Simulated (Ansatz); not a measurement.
# GaP (F-43m): lattice thermal conductivity

How well does the lattice of GaP conduct heat?

Experimental results on record:
- thermal conductivity 100 W/m/K near room temperature (given in “Combining the AFLOW GIBBS and Elastic Libraries to efficiently and robustly screen thermo-mechanical properties of solids”, 2017, arXiv:1611.05714)

Main program and level: Ansatz 0.2.0; DFT r2SCAN, scalar-relativistic, plane waves, PAW; PAW set soft_1.

Most raw output is cut from this account.

**1. Starting point**

The structure is cubic, space group F-43m (No. 216). Conventional cell: a = 5.451 Å, b = 5.451 Å, c = 5.451 Å, α = 90.00°, β = 90.00°, γ = 90.00°. Ga has 4 P at 2.36 Å nearest. P has 4 Ga at 2.36 Å nearest. Farther neighbours are not listed.

**2. Probe on a coarse mesh**

Before spending time, one coarse run tells the gap and the pressure of the starting cell.

input.yaml

```yaml
crystal:
  lattice:
    - [0.0, 2.72525, 2.72525]
    - [2.72525, 0.0, 2.72525]
    - [2.72525, 2.72525, 0.0]
  atoms:
    - { symbol: Ga, position: [0.0, 0.0, 0.0] }
    - { symbol: P, position: [0.25, 0.25, 0.25] }
kpoints:
  mp_grid: { grid: [6, 6, 6] }
hamiltonian:
  xc: r2scan
  pseudopotentials: { kind: paw, azcp: { folder: soft_1 } }
scf:
  occupations: { method: gaussian, width: 0.1 }
  lower_state_search: "off"
output:
  forces: true
  stress: true
  eigenvalues: true
```

The run is started by

```bash
> ansatz run input.yaml --threads 18 --pin off --max-ram 92160MiB --backend cuda --events-out ev --progress --plain --runs-dir out --max-vram 78GiB
```

Run time: 1.3 s. Hardware: 1 × NVIDIA GB200 with 18 threads of Arm Neoverse V2, shared host; peak memory 1.1 GiB.

This step gave:

```yaml
pressure: 0.08981 GPa
gap_on_the_k_mesh: 1.905 eV
volume_per_atom: 20.24 Å³/atom
```

The start is under 0.090 GPa at this level and looks like an insulator or semiconductor on this mesh.

**3. Finding the static equilibrium**

The vibrations must be taken about the equilibrium of this functional, not about the starting cell, so the structure is relaxed.

input.yaml, the sections that differ from step 2:

```yaml
kpoints:
  mp_grid: { grid: [8, 8, 8] }
scf:
  occupations: { method: gaussian, width: 0.02 }
  lower_state_search: "off"
relax:
  adjacent_minimum: "off"
  f_tol: 0.005
  max_steps: 80
  cell: { stress_tol: 0.05 }
# crystal, hamiltonian, output: as in step 2
```

The job ended after 4 s (1 × NVIDIA GB200 with 18 threads; peak memory 1.1 GiB).

Little changed from the start: no atom moved by 0.005 Å and no cell edge by 0.1 %.

Numbers from this step:

```yaml
pressure: 0.01631 GPa
gap_on_the_k_mesh: 1.897 eV
volume_per_atom: 20.25 Å³/atom
```

**4. Relaxing to small residual forces and stress**

The relaxation is repeated with tighter thresholds on force and stress, since phonons are sensitive to what is left; a change of mesh or smearing in the input moves the cell too.

input.yaml, the sections that differ from step 3:

```yaml
crystal:
  lattice:
    - [0.0, 2.72571503, 2.72571503]
    - [2.72571503, 0.0, 2.72571503]
    - [2.72571503, 2.72571503, 0.0]
  atoms:
    - { symbol: Ga, position: [0.0, 0.0, 0.0] }
    - { symbol: P, position: [0.25, 0.25, 0.25] }
kpoints:
  mp_grid: { grid: [9, 9, 9] }
scf:
  occupations: { method: fixed }
  lower_state_search: "off"
relax:
  adjacent_minimum: "off"
  f_tol: 0.001
  max_steps: 60
  cell: { stress_tol: 0.01 }
# hamiltonian, output: as in step 3
```

The job ended after 3.2 s (1 × NVIDIA GB200 with 18 threads; peak memory 1.1 GiB).

Little changed from the start: no atom moved by 0.005 Å and no cell edge by 0.1 %.

Numbers from this step:

```yaml
pressure: 0.004176 GPa
gap_on_the_k_mesh: 1.854 eV
```

The residual pressure is 0.0042 GPa, small enough for phonons.

**5. Anharmonic force constants and conductivity**

Pairs of atoms inside the cutoff are displaced in a supercell, the forces give the cubic constants, and these give the three-phonon rates of the Boltzmann equation.

input.yaml

```yaml
crystal:
  lattice:
    - [0.0, 2.7258339291, 2.7258339291]
    - [2.7258339291, 0.0, 2.7258339291]
    - [2.7258339291, 2.7258339291, 0.0]
  atoms:
    - { symbol: Ga, position: [0.0, 0.0, 0.0] }
    - { symbol: P, position: [0.25, 0.25, 0.25] }
kpoints:
  mp_grid: { grid: [12, 12, 12] }
hamiltonian:
  xc: r2scan
  pseudopotentials: { kind: paw, azcp: { folder: soft_1 } }
scf:
  occupations: { method: fixed }
  lower_state_search: "off"
output:
  eigenvalues: true
phonons:
  method: fd
  dielectric: true
  qmesh: [6, 6, 6]
  temperatures: { t_max: 1000, t_step: 50 }
  qpath:
    path:
      - [[0.0, 0.0, 0.0], [0.5, 0.0, 0.5], [0.5, 0.25, 0.75], [0.375, 0.375, 0.75], [0.0, 0.0, 0.0], [0.5, 0.5, 0.5], [0.625, 0.25, 0.625], [0.5, 0.25, 0.75], [0.5, 0.5, 0.5], [0.375, 0.375, 0.75]]
      - [[0.625, 0.25, 0.625], [0.5, 0.0, 0.5]]
    npoints: 10
  third_order: { supercell: [3, 3, 3], pair_cutoff: 4.67 }
  lattice_thermal_conductivity:
    qmesh: [19, 19, 19]
    temperatures: [100.0, 150.0, 200.0, 300.0, 400.0, 500.0, 600.0, 800.0]
    isotope_mass_variance: [{ species: Ga, variance: 0.0001971 }, { species: P, variance: 0.0 }]
```

Run time: 15 min. Hardware: 1 × NVIDIA GB200 with 18 threads; peak memory 3 GiB; 2.1 h of CPU time.

This step gave:

- Γ frequencies: 0, 0, 0, 359.8, 359.8, 359.8 cm⁻¹ (negative: imaginary)
- lowest frequency on the path: 0 cm⁻¹
- zero-point energy: 0.09352 eV/cell
- point group: -43m
- highest frequency: 396.7 cm⁻¹
- Debye temperature from the second moment: 516 K
- κ at 300 K (relaxation time): 127 W/m/K
- κ at 300 K (full solution): 130.2 W/m/K
- dipole term: run
- mean free path at half of κ: 987 nm
- share of κ above the three lowest branches: 0.006
- third-order blocks: 842
- periodic aliases dropped: 168
- largest relative sum-rule correction: 0.4168
- displaced cells, third order: 101

LO-TO term included. The phonon branches at the labelled points (cm⁻¹):

| point | branch 1 | branch 2 | branch 3 | branch 4 | branch 5 | branch 6 |
| --- | --- | --- | --- | --- | --- | --- |
| Γ | 0 | 0 | 0 | 360 | 360 | 397 |
| halfway | 94 | 94 | 167 | 356 | 356 | 389 |
| X | 109 | 109 | 252 | 358 | 358 | 369 |
| halfway | 119 | 128 | 236 | 340 | 360 | 385 |
| W | 128 | 148 | 216 | 329 | 361 | 393 |
| halfway | 120 | 145 | 222 | 333 | 359 | 391 |
| K | 108 | 144 | 227 | 338 | 356 | 390 |
| halfway | 84 | 112 | 166 | 352 | 355 | 390 |
| Γ | 0 | 0 | 0 | 360 | 360 | 397 |
| halfway | 70 | 70 | 162 | 357 | 357 | 387 |
| L | 84 | 84 | 234 | 358 | 358 | 372 |
| halfway | 100 | 130 | 216 | 344 | 356 | 388 |
| U | 108 | 144 | 227 | 338 | 356 | 390 |
| halfway | 120 | 145 | 222 | 333 | 359 | 391 |
| W | 128 | 148 | 216 | 329 | 361 | 393 |
| halfway | 109 | 134 | 213 | 341 | 357 | 390 |
| L | 84 | 84 | 234 | 358 | 358 | 372 |
| halfway | 100 | 130 | 216 | 344 | 356 | 388 |
| K | 108 | 144 | 227 | 338 | 356 | 390 |
| jump to U | 108 | 144 | 227 | 338 | 356 | 390 |
| halfway | 108 | 124 | 244 | 347 | 358 | 380 |
| X | 109 | 109 | 252 | 358 | 358 | 369 |

W/m/K. Kappa, by row:

| T (K) | RTA xx | RTA yy | RTA zz | full xx | full yy | full zz | coherence part xx | coherence part yy | coherence part zz | ending | iterations | least Ritz value |
| --- | --- | --- | --- | --- | --- | --- | --- | --- | --- | --- | --- | --- |
| 100 | 496.1 | 496.1 | 496.1 | 503.5 | 503.5 | 503.5 | 0.05322 | 0.05322 | 0.05322 | converged | 7 | 0.712 |
| 150 | 278.4 | 278.4 | 278.4 | 283.9 | 283.9 | 283.9 | 0.09843 | 0.09843 | 0.09843 | converged | 7 | 0.675 |
| 200 | 196.3 | 196.3 | 196.3 | 200.6 | 200.6 | 200.6 | 0.135 | 0.135 | 0.135 | converged | 7 | 0.661 |
| 300 | 127 | 127 | 127 | 130.2 | 130.2 | 130.2 | 0.1689 | 0.1689 | 0.1689 | converged | 7 | 0.648 |
| 400 | 95.31 | 95.31 | 95.31 | 97.8 | 97.8 | 97.8 | 0.173 | 0.173 | 0.173 | converged | 7 | 0.643 |
| 500 | 76.66 | 76.66 | 76.66 | 78.73 | 78.73 | 78.73 | 0.1675 | 0.1675 | 0.1675 | converged | 7 | 0.639 |
| 600 | 64.27 | 64.27 | 64.27 | 66.04 | 66.04 | 66.04 | 0.1601 | 0.1601 | 0.1601 | converged | 7 | 0.637 |
| 800 | 48.7 | 48.7 | 48.7 | 50.08 | 50.08 | 50.08 | 0.148 | 0.148 | 0.148 | converged | 7 | 0.635 |

Lattice thermal conductivity against temperature:

| temperature (K) | RTA xx (W/m/K) | full xx (W/m/K) |
| --- | --- | --- |
| 100 | 496 | 504 |
| 150 | 278 | 284 |
| 200 | 196 | 201 |
| 300 | 127 | 130 |
| 400 | 95.3 | 97.8 |
| 500 | 76.7 | 78.7 |
| 600 | 64.3 | 66.0 |
| 800 | 48.7 | 50.1 |

The modes has structure finer than the step of the table below, so its rows give means over 10 cm⁻¹, whole bins alone (the curve runs from -10 to 418 cm⁻¹). Peaks (cm⁻¹: height): Ga 108.4: 0.0379, 213.4: 0.0302, 356.1: 0.0344, 388.4: 0.0133; P 356.1: 0.120, 388.4: 0.0713.

Phonopy on the run's constants, 17x17x17 mesh, Gaussian sigma 3.1 cm⁻¹. Table of modes by wavenumber; means over each step; values in 1/cm⁻¹/cell:

| wavenumber (cm⁻¹) | Ga | P |
| --- | --- | --- |
| 0 | 3.7e-5 | 1.4e-5 |
| 10 | 1.4e-5 | 4.7e-6 |
| 20 | 2.3e-4 | 9.8e-5 |
| 30 | 3.4e-4 | 1.5e-4 |
| 40 | 0.00112 | 4.7e-4 |
| 50 | 0.00120 | 4.9e-4 |
| 60 | 0.00264 | 0.00103 |
| 70 | 0.00445 | 0.00165 |
| 80 | 0.00991 | 0.00344 |
| 90 | 0.0175 | 0.00565 |
| 100 | 0.0258 | 0.00743 |
| 110 | 0.0344 | 0.00869 |
| 120 | 0.0246 | 0.00556 |
| 130 | 0.0172 | 0.00365 |
| 140 | 0.0179 | 0.00351 |
| 150 | 0.00895 | 0.00180 |
| 160 | 0.00249 | 6.7e-4 |
| 170 | 0.00288 | 7.0e-4 |
| 180 | 0.00425 | 9.0e-4 |
| 190 | 0.00633 | 0.00111 |
| 200 | 0.0105 | 0.00129 |
| 210 | 0.0233 | 0.00155 |
| 220 | 0.0201 | 9.0e-4 |
| 230 | 0.00829 | 2.9e-4 |
| 240 | 0.00347 | 8.0e-5 |
| 250 | 0.00111 | 1.5e-5 |
| 260 | 3.6e-5 | 0 |
| 270 | 0 | 0 |
| 280 | 0 | 0 |
| 290 | 0 | 0 |
| 300 | 0 | 0 |
| 310 | 0 | 0 |
| 320 | 1.8e-6 | 1.8e-4 |
| 330 | 3.2e-4 | 0.00883 |
| 340 | 0.00252 | 0.0292 |
| 350 | 0.0133 | 0.0560 |
| 360 | 0.0194 | 0.0682 |
| 370 | 5.4e-4 | 0.00348 |
| 380 | 0.00343 | 0.0223 |
| 390 | 0.0103 | 0.0545 |
| 400 | 0.00119 | 0.00563 |
| 410 | 1.1e-6 | 2.2e-6 |

Distinct triplets, nearest first. Third order norms, by row:

| sites | side 1 (Å) | side 2 (Å) | side 3 (Å) | norm of the 27 components (eV/Å³) |
| --- | --- | --- | --- | --- |
| Ga-Ga-Ga | 0 | 0 | 0 | 71 |
| P-P-P | 0 | 0 | 0 | 75.14 |
| Ga-P-P | 0 | 2.36 | 2.36 | 30.05 |
| Ga-P-Ga | 0 | 2.36 | 2.36 | 30.4 |
| Ga-Ga-P | 2.36 | 2.36 | 3.85 | 0.834 |
| Ga-P-P | 2.36 | 2.36 | 3.85 | 0.667 |
| Ga-Ga-Ga | 0 | 3.85 | 3.85 | 0.757 |
| Ga-Ga-Ga | 3.85 | 3.85 | 3.85 | 0.172 |
| Ga-Ga-Ga | 3.85 | 3.85 | 3.85 | 0.061 |
| P-P-P | 0 | 3.85 | 3.85 | 1.18 |
| P-P-P | 3.85 | 3.85 | 3.85 | 0.092 |
| P-P-P | 3.85 | 3.85 | 3.85 | 0.222 |
| Ga-P-Ga | 2.36 | 3.85 | 4.52 | 0.131 |
| Ga-P-P | 2.36 | 3.85 | 4.52 | 0.153 |
| Ga-P-P | 0 | 4.52 | 4.52 | 0.146 |
| Ga-P-P | 3.85 | 4.52 | 4.52 | 0.017 |
| Ga-P-P | 3.85 | 4.52 | 4.52 | 0.039 |
| Ga-P-Ga | 3.85 | 4.52 | 4.52 | 0.023 |
| Ga-P-Ga | 3.85 | 4.52 | 4.52 | 0.014 |
| Ga-P-Ga | 0 | 4.52 | 4.52 | 0.197 |

Born charge (rows field, columns displacement) (e), principal values of the symmetric part by kind of site:

| atom | atoms with these values | low | middle | high | mean |
| --- | --- | --- | --- | --- | --- |
| Ga1 | 1 | 2.15 | 2.15 | 2.15 | 2.15 |
| P2 | 1 | -2.15 | -2.15 | -2.15 | -2.15 |

In full for Ga1:

```
2.15 0.00 0.00
0.00 2.15 0.00
0.00 0.00 2.15
```

RTA, 300 K. Kappa by branch, by row:

| branch (by rank) | mean frequency (THz) | mean rms speed (km/s) | median lifetime (ps) | share of kappa |
| --- | --- | --- | --- | --- |
| 1 | 2.98 | 1.38 | 56.6 | 0.331 |
| 2 | 3.54 | 2.01 | 23.2 | 0.323 |
| 3 | 5.98 | 2.34 | 2.69 | 0.34 |
| 4 | 10.4 | 0.7 | 3.05 | 0.001 |
| 5 | 10.7 | 0.18 | 1.91 | 0 |
| 6 | 11.62 | 0.53 | 14.5 | 0.004 |

The spectral kappa at 300 K by frequency; read off at these points; values in W/m/K/THz:

| frequency (THz) | relaxation time (W/m/K/THz) | full solution (W/m/K/THz) |
| --- | --- | --- |
| 0.10 | 0 | 0 |
| 0.50 | 19.5 | 19.3 |
| 0.70 | 7.09 | 7.10 |
| 1.10 | 66.6 | 66.7 |
| 1.30 | 9.78 | 9.61 |
| 1.70 | 59.1 | 60.1 |
| 1.90 | 97.0 | 98.5 |
| 2.10 | 53.2 | 54.3 |
| 2.30 | 47.1 | 47.9 |
| 2.70 | 55.6 | 56.7 |
| 2.90 | 40.3 | 41.6 |
| 3.30 | 22.6 | 23.9 |
| 3.70 | 6.16 | 6.60 |
| 3.90 | 7.31 | 7.99 |
| 4.30 | 2.98 | 3.26 |
| 4.50 | 4.06 | 4.49 |
| 4.90 | 3.97 | 4.56 |
| 5.30 | 2.62 | 3.04 |
| 5.50 | 1.86 | 2.10 |
| 5.90 | 2.82 | 2.74 |
| 6.10 | 1.64 | 1.57 |
| 6.50 | 0.364 | 0.431 |
| 6.70 | 0.332 | 0.383 |
| 7.10 | 0.0671 | 0.119 |
| 7.50 | 0.00246 | 0.00381 |
| 7.70 | 0 | 0 |
| 8.10 | 0 | 0 |
| 8.30 | 0 | 0 |
| 8.70 | 0 | 0 |
| 9.10 | 0 | 0 |
| 9.30 | 0 | 0 |
| 9.70 | 0 | 0 |
| 9.90 | 0.0298 | 0.0481 |
| 10.30 | 0.295 | 0.469 |
| 10.70 | 0.0823 | 0.0729 |
| 10.90 | 1.1e-4 | 2.0e-4 |
| 11.30 | 0.757 | 0.860 |
| 11.50 | 1.29 | 1.37 |
| 11.90 | 0.00729 | 0.0215 |

Relaxation-time solution. Share of κ carried by shorter paths against mean free path:

| mean free path (nm) | 100 K | 300 K | 800 K |
| --- | --- | --- | --- |
| 1 | 0 | 0 | 0.001 |
| 1.47 | 0 | 0 | 0.003 |
| 2.15 | 0 | 0.001 | 0.004 |
| 3.16 | 0 | 0.002 | 0.006 |
| 4.64 | 0 | 0.003 | 0.009 |
| 6.81 | 0 | 0.005 | 0.015 |
| 10 | 0 | 0.006 | 0.021 |
| 14.7 | 0.001 | 0.01 | 0.043 |
| 21.5 | 0.001 | 0.015 | 0.066 |
| 31.6 | 0.002 | 0.026 | 0.096 |
| 46.4 | 0.003 | 0.051 | 0.136 |
| 68.1 | 0.005 | 0.076 | 0.183 |
| 100 | 0.011 | 0.114 | 0.239 |
| 147 | 0.026 | 0.163 | 0.317 |
| 215 | 0.048 | 0.207 | 0.373 |
| 316 | 0.078 | 0.288 | 0.454 |
| 464 | 0.111 | 0.324 | 0.677 |
| 681 | 0.165 | 0.39 | 0.771 |
| 1000 | 0.19 | 0.503 | 0.819 |
| 1470 | 0.227 | 0.726 | 0.859 |
| 2150 | 0.265 | 0.782 | 0.963 |
| 3160 | 0.307 | 0.808 | 1 |
| 4640 | 0.354 | 0.955 | 1 |
| 6810 | 0.5 | 0.955 | 1 |
| 10000 | 0.658 | 1 | 1 |
| 14700 | 0.763 | 1 | 1 |
| 21500 | 0.789 | 1 | 1 |
| 31600 | 0.908 | 1 | 1 |
| 46400 | 0.908 | 1 | 1 |
| 68100 | 0.908 | 1 | 1 |
| 1.0e5 | 1 | 1 | 1 |

300 K; a sample spread over frequency. Mode lifetimes, by row, the first 40 of 90 rows:

| q1 | q2 | q3 | branch | frequency (THz) | rms speed (km/s) | three-phonon rate (1/ps) | isotope rate (1/ps) | lifetime (ps) | mean free path (nm) |
| --- | --- | --- | --- | --- | --- | --- | --- | --- | --- |
| 0 | 0 | 0.0526 | 1 | 0.559 | 3.56 | 8.60e-4 | 4.23e-7 | 1160 | 4140 |
| 0 | 0.1053 | 0.1053 | 1 | 1.49 | 3.5 | 0.00441 | 4.76e-5 | 224 | 784 |
| 0 | 0 | 0.2105 | 2 | 1.91 | 1.97 | 0.00164 | 1.64e-4 | 554 | 1090 |
| 0 | 0 | 0.2632 | 1 | 2.165 | 1.26 | 0.00319 | 3.53e-4 | 283 | 357 |
| 0.0526 | 0.1579 | -0.1579 | 1 | 2.332 | 2.36 | 0.00422 | 6.18e-4 | 207 | 487 |
| 0 | 0 | 0.4211 | 1 | 2.49 | 0.32 | 0.00569 | 0.00115 | 146 | 47.2 |
| 0.0526 | 0.1579 | -0.2105 | 1 | 2.558 | 1.92 | 0.006 | 0.00168 | 130 | 250 |
| 0 | 0.0526 | -0.3684 | 2 | 2.626 | 2.16 | 0.00646 | 0.00191 | 119 | 258 |
| 0.0526 | 0.1579 | -0.2632 | 1 | 2.706 | 1.64 | 0.00802 | 0.00215 | 98.4 | 162 |
| 0.0526 | 0.1579 | -0.3158 | 1 | 2.796 | 1.53 | 0.00885 | 0.00252 | 87.9 | 134 |
| 0.0526 | 0.1579 | 0.3158 | 2 | 2.879 | 2.6 | 0.00999 | 0.0029 | 77.6 | 202 |
| 0.1053 | 0.2632 | 0.3684 | 1 | 2.965 | 1.73 | 0.016 | 0.00345 | 51.5 | 89.3 |
| 0.0526 | 0.2105 | -0.3158 | 1 | 3.005 | 1.46 | 0.0116 | 0.00369 | 65.5 | 95.4 |
| 0 | 0.2105 | -0.4737 | 1 | 3.064 | 0.92 | 0.0119 | 0.00426 | 61.8 | 56.6 |
| 0 | 0.1053 | -0.4211 | 2 | 3.128 | 3.16 | 0.0116 | 0.00483 | 60.8 | 192 |
| 0.0526 | 0.3158 | 0.4211 | 1 | 3.189 | 1.18 | 0.0232 | 0.00617 | 34.1 | 40.3 |
| 0.0526 | 0.3684 | 0.4211 | 1 | 3.232 | 0.74 | 0.0261 | 0.00742 | 29.9 | 22.2 |
| 0 | 0.4211 | -0.4737 | 1 | 3.252 | 0.05 | 0.0234 | 0.00955 | 30.3 | 1.44 |
| 0.0526 | 0.3684 | 0.4737 | 1 | 3.285 | 1.08 | 0.0263 | 0.00911 | 28.2 | 30.5 |
| 0.0526 | 0.4211 | -0.4737 | 1 | 3.328 | 1.11 | 0.0295 | 0.00725 | 27.2 | 30.1 |
| 0.0526 | 0.1053 | 0.2105 | 3 | 3.399 | 5.14 | 0.0129 | 0.00561 | 54 | 278 |
| 0.1053 | 0.3684 | -0.4737 | 1 | 3.453 | 1.31 | 0.0403 | 0.0061 | 21.5 | 28.1 |
| 0.0526 | 0.2105 | 0.4211 | 2 | 3.523 | 1.98 | 0.0352 | 0.0057 | 24.4 | 48.4 |
| 0 | 0.0526 | -0.1579 | 3 | 3.597 | 5.51 | 0.0261 | 0.00488 | 32.3 | 178 |
| 0 | 0.2105 | 0.4211 | 2 | 3.679 | 1.71 | 0.0516 | 0.0052 | 17.6 | 30 |
| 0.1053 | 0.2105 | -0.4211 | 2 | 3.776 | 2.49 | 0.0567 | 0.00454 | 16.3 | 40.7 |
| 0.0526 | 0.2105 | -0.3684 | 2 | 3.878 | 2.61 | 0.0827 | 0.00413 | 11.5 | 30.1 |
| 0 | 0.2105 | -0.4737 | 2 | 3.987 | 2.02 | 0.111 | 0.00467 | 8.67 | 17.5 |
| 0 | 0.2632 | -0.2632 | 2 | 4.132 | 1.6 | 0.216 | 0.00551 | 4.51 | 7.23 |
| 0.0526 | 0.1053 | 0.2632 | 3 | 4.219 | 4.84 | 0.0855 | 0.00556 | 11 | 53.1 |
| 0.1053 | 0.3158 | -0.3158 | 2 | 4.328 | 1.11 | 0.323 | 0.00714 | 3.03 | 3.35 |
| 0 | 0.3158 | -0.3158 | 2 | 4.424 | 0.44 | 0.237 | 0.00871 | 4.07 | 1.8 |
| 0.0526 | 0.1579 | 0.3158 | 3 | 4.802 | 3.96 | 0.0521 | 9.05e-4 | 18.9 | 74.7 |
| 0 | 0.0526 | -0.2632 | 3 | 5.284 | 4.49 | 0.129 | 0.0018 | 7.62 | 34.2 |
| 0 | 0.2105 | 0.3684 | 3 | 5.667 | 3.08 | 0.058 | 0.00329 | 16.3 | 50.2 |
| 0.1053 | 0.2632 | 0.4737 | 3 | 5.953 | 2.08 | 0.105 | 0.00604 | 9.01 | 18.7 |
| 0.0526 | 0.3158 | -0.2632 | 3 | 6.146 | 1.55 | 0.117 | 0.0102 | 7.89 | 12.3 |
| 0.1053 | 0.2632 | -0.3158 | 3 | 6.278 | 1.03 | 0.479 | 0.0165 | 2.02 | 2.08 |
| 0.0526 | 0.2632 | -0.4737 | 3 | 6.357 | 1.18 | 0.519 | 0.0242 | 1.84 | 2.18 |
| 0.1579 | 0.3684 | -0.3158 | 3 | 6.417 | 0.56 | 0.65 | 0.0361 | 1.46 | 0.813 |

Without the LO-TO term. Gamma linewidths, by row:

| branch | frequency (cm⁻¹) | three-phonon rate (1/ps) | isotope rate (1/ps) | FWHM (cm⁻¹) |
| --- | --- | --- | --- | --- |
| 4 | 359.7 | 1.14 | 0.00564 | 6.08 |
| 5 | 359.7 | 1.14 | 0.00564 | 6.08 |
| 6 | 359.7 | 1.14 | 0.00564 | 6.08 |

W/m/K, third of the trace; RTA populations with a boundary rate v/L added to each mode (Matthiessen's rule). Kappa by grain size, by row:

| T (K) | bulk | 10 nm | 30 nm | 100 nm | 300 nm | 1000 nm | 10000 nm | 100000 nm |
| --- | --- | --- | --- | --- | --- | --- | --- | --- |
| 100 | 496 | 4.369 | 11.57 | 30.2 | 63 | 120.4 | 293.8 | 443.3 |
| 300 | 126.9 | 4.953 | 11.3 | 24.35 | 42.93 | 69.08 | 111.5 | 124.8 |
| 600 | 64.11 | 4.354 | 9.215 | 18.22 | 29.72 | 43.46 | 59.98 | 63.63 |

W/m/K, third of the trace; RTA populations with the isotope rates scaled. Kappa by mass disorder, by row:

| T (K) | no isotopes | as typed | variance x 3 | variance x 10 | variance x 30 |
| --- | --- | --- | --- | --- | --- |
| 100 | 739.1 | 496 | 345.8 | 199.2 | 108.4 |
| 300 | 146.6 | 126.9 | 104.7 | 72.84 | 46.24 |
| 600 | 69.27 | 64.11 | 56.84 | 43.46 | 29.59 |

At 300 K the relaxation-time value is 127 W/(m K).

**6. What came out**

```yaml
highest_frequency: 396.7 cm⁻¹
debye_temperature_from_the_second_moment: 516 K
kappa_at_300_k_relaxation_time: 127 W/m/K
kappa_at_300_k_full_solution: 130.2 W/m/K
mean_free_path_at_half_of_kappa: 987 nm
share_of_kappa_above_the_three_lowest_branches: 0.006
```

The lattice of GaP conducts 130 W/(m K) at 300 K by r2SCAN (mean over directions, full solution). The full solution lies +3 % from the relaxation-time value at 300 K, so the relaxation-time approximation serves here. Above 300 K the relaxation-time κ falls as T^-0.98, near the 1/T law of three-phonon scattering. Grains of 100 nm would keep 19 % of the bulk value at 300 K, and grains of 1 µm 54 %. Removing the natural isotope disorder raises κ at 300 K by 16 %. A measured thermal conductivity near room temperature is 100 W/m/K (arXiv:1611.05714); the calculated 130 W/m/K differs by +30 %. Four-phonon, defect and boundary scattering, which are left out, would lower the calculated value; thermal expansion is left out too. The sum rules changed one orbit of cubic constants by up to 42 %; by the manual a large change points to a short cutoff or, on a small and distant orbit, to noisy forces. The conductivities include the coherence part between close branches; the shares for grains, isotopes, branches and paths are of the relaxation-time populations alone. Cubic couplings among atoms farther apart than the pair cutoff are dropped, and neither the cutoff nor the q-mesh was shown to be converged here. The interpolation has no quadrupole term, so branches near the zone centre are less sure, since this crystal has sites that are not centres of inversion. The PAW files were made for PBE and are used here under another functional, for which the program regenerates the frozen cores.

[Logs are printed without paths, hosts, clocks, repeated set-up lines and the standing remarks that a program may print on its own settings, such as how far it seeks lower states.]

[Hosts, paths, dates, database ids (printed as entryN), source tags and the programs' standing remarks are cut or masked in the printed files.]

[A step with changed settings may run another functional than the one named; its input shows which.]
